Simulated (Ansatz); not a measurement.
# ReSe (built on the sites of a database entry of MnS): phonons and vibrational spectra

Wanted: vibrations and spectra of ReSe (built on the sites of a database entry of MnS); the cell is already relaxed. After the zone centre comes a 2×2×2 q mesh on a 12×12×12 k mesh.

Method: DFT r2SCAN, scalar-relativistic, plane waves, PAW, in Ansatz 0.2.0.

The structure was built from a prototype and need not be the compound's stable phase.

### Step 1. The structure

The structure is cubic, space group F-43m (No. 216). Conventional cell: a = 5.511 Å, b = 5.511 Å, c = 5.511 Å, α = 90.00°, β = 90.00°, γ = 90.00°. Nearest to Re lie 4 Se at 2.39 Å. Nearest to Se lie 4 Re at 2.39 Å. Farther neighbours and most contacts between anions are not listed.

### Step 2. Modes at Γ

The cell comes from relaxations at this level that are not shown. The zone centre comes first: it holds the modes that light can see, as far as symmetry allows. No field response is asked, since the mesh shows no gap.

The input, input.yaml:

```yaml
crystal:
  lattice:
    - [0.0, 2.7557491343, 2.7557491343]
    - [2.7557491343, 0.0, 2.7557491343]
    - [2.7557491343, 2.7557491343, 0.0]
  atoms:
    - { symbol: Re, position: [0.0, 0.0, 0.0] }
    - { symbol: Se, position: [0.25, 0.25, 0.25] }
kpoints:
  mp_grid: { grid: [12, 12, 12] }
hamiltonian:
  xc: r2scan
scf:
  occupations: { method: methfessel_paxton, width: 0.15 }
output:
  eigenvalues: true
phonons:
  method: dfpt
```

Command:

```bash
ansatz run input.yaml --threads 4 --pin off --max-ram 7168MiB --backend cpu --events-out ev --progress --plain --runs-dir out
```

Numbers of over 12 decimals in the logs are rounded to 6 here.

The log of the run:

```text
Engine: ansatz 0.2.0, aarch64-unknown-linux-gnu
Pseudopotentials: kind: paw
Pseudopotential: Re, paw, valence charge 15, recommended cutoff 500 eV (meta_gga), Re.paw.azcp
Pseudopotential: Se, paw, valence charge 16, recommended cutoff 500 eV (meta_gga), Se.paw.azcp
Functional definition: r2SCAN
  parameter k0 = 0.174
  parameter k1 = 0.065
  parameter a1 = 4.9479
  exchange = r2scan_x(k0 = k0, k1 = k1, a1 = a1)
  correlation = r2scan_c
Crystal: 2 atoms, lattice volume = 41.855 Å³
Basis set: ecut = 500 eV, 1067 PW (Γ), exchange–correlation on 150×150×150 points (125 copies of the dense FFT grid, shifted against one another)
Bands: 20, of which v1, the nominal top of the filled ones, is band 16 counted from 1 (15 counted from 0)
Symmetry: 24 space group operations
k-points: 280 of 1728 (irreducible under 4 space group operations, time reversal used)
Non-local potential: Re, projectors of the file, l = 0: 3, l = 1: 2, l = 2: 2, l = 3: 1
Non-local potential: Se, projectors of the file, l = 0: 2, l = 1: 2, l = 2: 3, l = 3: 1
PAW form: soft (Blöchl's): semilocal exchange-correlation on the pseudo side does not see the compensation charge
PAW frozen core: Re, regenerated for the run's functional (the file was generated under x = pbe(κ = 0.804, μ = 0.219515), c = pbe(β = 0.066725))
PAW frozen core: Se, regenerated for the run's functional (the file was generated under x = pbe(κ = 0.804, μ = 0.219515), c = pbe(β = 0.066725))
PAW one-centre angular grid: Re, 590 points (default); XC on 160 Gauss nodes
PAW one-centre angular grid: Se, 590 points (default); XC on 160 Gauss nodes
Initial density: superposition of atomic densities (neutral atoms: chi_scale 0, normalization atom), corrected by the library's trained network
Initial wavefunctions: pseudopotential atomic-orbital guess
Functional: x = r2scan, c = r2scan; τ floored in thin density (d = 2e-4 eV/Å³)
SCF iter   1: F=—  HF=-16357.349562 eV  |F-HF|=—  |Δ(HF+E_count)|=         —  Δρ=1.05e-2  dr2=3.33e-2  dr2_τ=8.48e-2  ethr=1.77e-3  ⟨swp⟩=5.0  Hψ=25774  notcnv=0
preconditioner: auto → LDOS  [metal: Δε(μ)=0.056 eV  Ē_g=9.535 eV  σ=0.150 eV  W_gap=0.31  n_scr=14 (ndim 8)  ℏωp=20.7 eV  f_vac=0.018  D(μ)=1.76/eV (n_scr^D=14)  β→1.0]
SCF iter   2: F=—  HF=-16357.382260 eV  |F-HF|=—  |Δ(HF+E_count)|=   3.27e-2  S|Δr|=    0.00e0  Δρ=2.72e-3  dr2=1.46e-3  dr2_τ=1.20e-3  ethr=1.07e-4  ⟨swp⟩=2.0  Hψ=12935  notcnv=0  defer=57
SCF iter   3: F=—  HF=-16357.383631 eV  |F-HF|=—  |Δ(HF+E_count)|=   1.37e-3  S|Δr|=    0.00e0  Δρ=8.84e-4  dr2=4.97e-4  dr2_τ=3.48e-5  ethr=4.70e-6  ⟨swp⟩=2.0  Hψ=9597  notcnv=0  defer=57
SCF iter   4: F=—  HF=-16357.383128 eV  |F-HF|=—  |Δ(HF+E_count)|=   5.03e-4  S|Δr|=    0.00e0  Δρ=4.02e-4  dr2=9.61e-5  dr2_τ=1.86e-5  ethr=1.60e-6  ⟨swp⟩=2.0  Hψ=9597  notcnv=0  defer=57
SCF iter   5: F=—  HF=-16357.383127 eV  |F-HF|=—  |Δ(HF+E_count)|=   6.88e-7  S|Δr|=    0.00e0  Δρ=1.72e-4  dr2=8.90e-6  dr2_τ=5.84e-7  ethr=3.10e-7  ⟨swp⟩=3.0  Hψ=9637  notcnv=0  defer=57
SCF iter   6: F=—  HF=-16357.383136 eV  |F-HF|=—  |Δ(HF+E_count)|=   8.80e-6  S|Δr|=    0.00e0  Δρ=2.43e-5  dr2=1.01e-7  dr2_τ=1.02e-7  ethr=2.87e-8  ⟨swp⟩=2.0  Hψ=7158  notcnv=0  defer=57
SCF iter   7: F=—  HF=-16357.383137 eV  |F-HF|=—  |Δ(HF+E_count)|=   4.50e-7  S|Δr|=    0.00e0  Δρ=5.21e-6  dr2=1.13e-8  dr2_τ=1.80e-9  ethr=3.27e-10  ⟨swp⟩=2.0  Hψ=9918  notcnv=0  defer=57
SCF iter   8: F=—  HF=-16357.383137 eV  |F-HF|=—  |Δ(HF+E_count)|=   1.35e-8  S|Δr|=    0.00e0  Δρ=1.34e-6  dr2=5.25e-10  dr2_τ=4.87e-11  ethr=3.65e-11  ⟨swp⟩=2.0  Hψ=7177  notcnv=0  defer=57
SCF iter   9: F=—  HF=-16357.383137 eV  |F-HF|=—  |Δ(HF+E_count)|=   1.48e-9  S|Δr|=    0.00e0  Δρ=1.91e-7  dr2=1.05e-11  dr2_τ=6.38e-13  ethr=1.69e-12  ⟨swp⟩=2.1  Hψ=7580  notcnv=0  defer=57
SCF iter  10: F=-16357.383137 eV  HF=-16357.383137 eV  |F-HF|=5.46e-12  |Δ(HF+E_count)|=  3.09e-11  S|Δr|=    0.00e0  Δρ=1.50e-8  dr2=7.60e-14  dr2_τ=5.94e-15  ethr=1.00e-12  ⟨swp⟩=7.0  Hψ=23246  notcnv=0
SCF 1 converged in 10 iterations: F = -16357.383137 eV  dr2 = 7.60e-14
  greatest PAW one-centre occupation: 1.000 electrons in one spin orbital (limit 2), on the Se atom at site 1 (counted from 0), in its partial waves of l = 2
DFPT response loops at Γ: preconditioner auto → Kerker (q_TF=auto, 2.595 Å⁻¹) (partly filled bands, converged f_vac=0.018); β = 1.00, the filter's whole step (`scf.mixing.beta` (0.50) is not read by the response loops under this deck's `scf.mixing.preconditioner`; to damp them name `kerker` or `kerker_dos`, under which they read `scf.mixing.beta`, and type it under 1.00, their step now; both keys bind the ground state too); Broyden in place of MSR1
SCF converged after 10 iterations
Stability not checked: this state was not tested for a lower state beside it, because cold or Methfessel-Paxton smearing, or corrected tetrahedra, fill the levels in a way that the test cannot read (fill_not_monotonic; see scf.lower_state_search)
Free energy (F): -16357.383137 eV
Harris-Foulkes:  -16357.383137 eV  (|F-HF|=5.46e-12)
Internal energy: -16357.384786 eV  (E = F + TS)
E sigma→0 (E₀):  -16357.383549 eV
Entropy (-TS):   0.001650 eV (0.825 meV/atom)
Fermi energy:    13.310640 eV
--- Per-component energies (eV) ---
  E_band       = -572.771862
  E_kinetic    = 661.543397
  E_local      = -3652.277538  (includes V_loc(G=0)·N_el)
  E_nonlocal   = -538.120174
  E_hartree    = 1658.604282
  E_xc         = -482.955226
  E_vxc        = -443.578754  (∫ρ·V_xc dr)
  E_paw        = -10618.231090  (= ΣΔE_a)
  E_vpaw       = 59.590451  (= ΣTr[D̂ρ^β])
  E_aug_tail   = -0.000240  (compensation charges beyond the density's cutoff)
  E_vtau       = 22.862438  (kinetic-family band-sum trace: ∫τ·v_τ [+ j·A + Jᵃ·Aᵃ] dr)
  E_ewald      = -3383.712557
  E_core_change = -2.235641  (= ΣΔE_core)
  E_smearing   = 0.001650  (= −TS)
  E_closure    = 0.000000  (closes the sum)
  Σ components = -16357.383137   (vs F -16357.383137, Δ=0.00e0)
--- Band table (eV; the first three rows and the last of 280) ---
  k-point 0: bands = [... 12 lower, 7.6715, 12.3126, 12.3126, 14.8067, 18.4414, 18.4414, 18.4414, 21.4085]
  k-point 1: bands = [... 12 lower, 7.7061, 12.2848, 12.2848, 15.0752, 18.0387, 18.3803, 18.3803, 21.0603]
  k-point 2: bands = [... 12 lower, 7.7969, 12.2403, 12.2403, 15.6870, 17.0563, 18.1054, 18.1054, 20.5328]
  k-point 279: bands = [... 12 lower, 8.9409, 11.3727, 12.2840, 13.1020, 14.4825, 15.6543, 21.3940, 21.5645]
--- Phonons (Γ-DFPT): 2 representative perturbations + reference, on 280 of 1728 k-points (Σ response iterations 14) ---
  k mesh reduced under 4 symmetry operations, with k and −k counted as one. Each operation leaves every solved perturbation unchanged. A smaller set is not considered because the functional reads the kinetic-energy density
  ASR residual: 4.363e-5 → 0.000e0 eV/Å²; symmetrization residual: 4.628e-6 eV/Å²
  ASR residual per site (eV/Å²): 2.91e-5 4.36e-5
  Γ frequencies (cm⁻¹): 0.00 0.00 0.00 288.15 288.15 288.15
  non-analytic LO–TO correction: not included (Born effective charges unavailable; polar crystals: no LO–TO splitting at Γ)
```

It took 70 s on 4 threads of Arm Neoverse V2, shared host; peak memory 1.6 GiB; 4.5 min of CPU time.

The column dr2 measures how far the density is from self-consistency, as an energy; F and HF (Harris–Foulkes) agree once it is small.

Numbers from this step:

- volume per atom: 20.93 Å³
- gap on the k-mesh: 0 eV
- sum-rule residual before enforcement: 4.36e-5 eV/Å²
- point group: -43m
- highest optical mode at the zone centre (no LO-TO term): 288.1 cm⁻¹
- lowest optical zone-centre mode: 288.1 cm⁻¹

Patterns of degenerate modes are one choice out of their space. The modes at Γ (shares of kinetic energy by element, %):

| mode | frequency (cm⁻¹) | symmetry | Re % | Se % |
| --- | --- | --- | --- | --- |
| 1 | 0.0 | acoustic | 70 | 30 |
| 2 | 0.0 | acoustic | 70 | 30 |
| 3 | 0.0 | acoustic | 70 | 30 |
| 4 | 288.1 | T2 | 30 | 70 |
| 5 | 288.1 | T2 | 30 | 70 |
| 6 | 288.1 | T2 | 30 | 70 |

Displacements in mode 4 (288.1 cm⁻¹), the largest set to 1:
```
Re1  0.00 -0.42  0.00
Se2  0.00  1.00  0.00
```

Before it was imposed, the acoustic sum rule was missed by 4.4e-5 eV/Å². Small misses are needed for a sound result but don't prove that mesh and cutoff are converged. The lowest optical mode is real, 288 cm⁻¹.

### Step 3. Phonons on a q mesh

Stability and thermal properties need the whole zone. Linear response on a 2×2×2 q mesh gives force constants as far as a supercell of that size would.

Edit input.yaml of step 2 so:

```diff
@@ -18 +18,8 @@
   method: dfpt
+  qmesh: [2, 2, 2]
+  temperatures: { t_max: 1000, t_step: 50 }
+  qpath:
+    path:
+      - [[0.0, 0.0, 0.0], [-0.5, -0.5, 0.0], [-0.375, -0.375, 0.25]]
+      - [[-0.375, 0.0, 0.375], [0.0, 0.0, 0.0], [0.0, 0.0, 0.5], [-0.5, -0.25, 0.25], [-0.5, -0.5, 0.0]]
+    npoints: 10
```

The log of the run:

```text
[...]
Crystal: 2 atoms, lattice volume = 41.855 Å³
Basis set: ecut = 500 eV, 1067 PW (Γ), exchange–correlation on 150×150×150 points (125 copies of the dense FFT grid, shifted against one another)
Bands: 20, of which v1, the nominal top of the filled ones, is band 16 counted from 1 (15 counted from 0)
Symmetry: 24 space group operations
k-points: 280 of 1728 (irreducible under 4 space group operations, time reversal used)
[...]
SCF iter   1: F=—  HF=-16357.349562 eV  |F-HF|=—  |Δ(HF+E_count)|=         —  Δρ=1.05e-2  dr2=3.33e-2  dr2_τ=8.48e-2  ethr=1.77e-3  ⟨swp⟩=5.0  Hψ=25774  notcnv=0
[...]
SCF iter  10: F=-16357.383137 eV  HF=-16357.383137 eV  |F-HF|=5.46e-12  |Δ(HF+E_count)|=  3.09e-11  S|Δr|=    0.00e0  Δρ=1.50e-8  dr2=7.60e-14  dr2_τ=5.94e-15  ethr=1.00e-12  ⟨swp⟩=7.0  Hψ=23246  notcnv=0
SCF 1 converged in 10 iterations: F = -16357.383137 eV  dr2 = 7.60e-14
[...]
phonons: the bands overlap, so this run is a metal and interpolates without the dipole-dipole term. If the crystal is really an insulator or semiconductor, its LO-TO splitting is missing
[...]
NSCF: frozen V_eff on 72 k-points
[...]
SCF converged after 10 iterations
[...]
Free energy (F): -16357.383137 eV
[...]
Internal energy: -16357.384786 eV  (E = F + TS)
E sigma→0 (E₀):  -16357.383549 eV
Entropy (-TS):   0.001650 eV (0.825 meV/atom)
Fermi energy:    13.310640 eV
[...]
--- Band table (eV; the first three rows and the last of 280) ---
  k-point 0: bands = [... 12 lower, 7.6715, 12.3126, 12.3126, 14.8067, 18.4414, 18.4414, 18.4414, 21.4085]
  k-point 1: bands = [... 12 lower, 7.7061, 12.2848, 12.2848, 15.0752, 18.0387, 18.3803, 18.3803, 21.0603]
  k-point 2: bands = [... 12 lower, 7.7969, 12.2403, 12.2403, 15.6870, 17.0563, 18.1054, 18.1054, 20.5328]
  k-point 279: bands = [... 12 lower, 8.9409, 11.3727, 12.2840, 13.1020, 14.4825, 15.6543, 21.3940, 21.5645]
[...]
ASR residual: 4.363e-5 → 0.000e0 eV/Å²; symmetrization residual: 4.628e-6 eV/Å²
  ASR residual per site (eV/Å²): 2.91e-5 4.36e-5
  Γ frequencies (cm⁻¹): 0.00 0.00 0.00 288.15 288.15 288.15
--- Phonons (arbitrary-q DFPT): 3 irreducible q on the 2×2×2 mesh ---
  q = [0.0000, 0.0000, 0.0000] (star 1, of the zone-centre solve; hermiticity 5.47e-7, symmetrization 1.45e-13): 0.00 0.00 0.00 288.15 288.15 288.15
  q = [0.0000, 0.0000, -0.5000] (star 4, 2 solved perturbations on 476 of 1728 k-point pairs; hermiticity 1.08e-6, symmetrization 1.41e-12): 20.73 20.73 134.50 257.75 275.48 275.48
  q = [0.0000, -0.5000, -0.5000] (star 3, 4 solved perturbations in 886 linear systems a pass and spin channel, the states on 280 of 1728 k-point pairs; hermiticity 4.25e-7, symmetrization 9.23e-13): 38.12 38.12 153.71 256.89 262.70 262.70
  sum rule: each row above includes the acoustic sum rule's correction from the zone centre's row sums; it moved no ω² by more than (0.39 cm⁻¹)²
  mesh force constants: q→R imaginary residual 2.01e-17; ASR residual 4.363e-5 → 0.000e0 eV/Å²; symmetrization residual 1.066e-14 eV/Å²
  interpolated dispersion: 62 rows × 6 modes
  density of states and harmonic sums: on the 20×20×20 q-mesh, interpolated from the force constants of a 2×2×2 supercell (no non-analytic term)
  largest difference from the sums on the solved wave vectors: F 7.31e-2 eV, S 1.05e-4 and C_V 3.23e-5 eV/K
  zero-point energy: 0.062088 eV/cell   skipped modes (ω ≤ 0): 3   left out of the sums: 6.25e-5 of the cell's modes: C_V's classical limit lies that fraction below 3 k_B per atom; for a crystal, a wire or a layer, F and S can be off by more, and a phonons.interpolated_qmesh denser along its periods is the remedy for the sampling
```

Wall time 4.9 min (4 threads); peak memory 2 GiB.

This step gave:

| Quantity | Value |
| --- | --- |
| lowest frequency on the path | 0 cm⁻¹ |
| highest frequency on the path or at a solved wavevector | 288.1 cm⁻¹ |
| mean frequency | 166.9 cm⁻¹ |
| Debye temperature (second moment) | 369 K |
| logarithmic mean frequency | 115.3 cm⁻¹ |
| lowest mode on the q mesh (acoustic modes at Γ apart) | 20.73 cm⁻¹ |
| zero-point energy per atom | 31.04 meV |
| heat capacity at 300 K | 23.20 J/(mol atoms K) |
| vibrational entropy at 300 K | 40.63 J/(mol atoms K) |
| edges of the widest gap between branches, on path and mesh | 153.7, 238 cm⁻¹ |

Frequencies (cm⁻¹) solved at each irreducible wavevector; negative means imaginary. Frequencies by wavevector, by row:

| q in reciprocal lattice units | star | mode 1 | mode 2 | mode 3 | mode 4 | mode 5 | mode 6 |
| --- | --- | --- | --- | --- | --- | --- | --- |
| 0 0 0 | 1 | 0 | 0 | 0 | 288.1 | 288.1 | 288.1 |
| 0 0 -0.5 | 4 | 20.7 | 20.7 | 134.5 | 257.8 | 275.5 | 275.5 |
| 0 -0.5 -0.5 | 3 | 38.1 | 38.1 | 153.7 | 256.9 | 262.7 | 262.7 |

(Part 1 of 2 ends here.)

[Logs are printed without paths, hosts, clocks, repeated set-up lines and the standing remarks that a program may print on its own settings, such as how far it seeks lower states.]

[Hosts, paths, dates, database ids (printed as entryN), source tags and the programs' standing remarks are cut or masked in the printed files.]
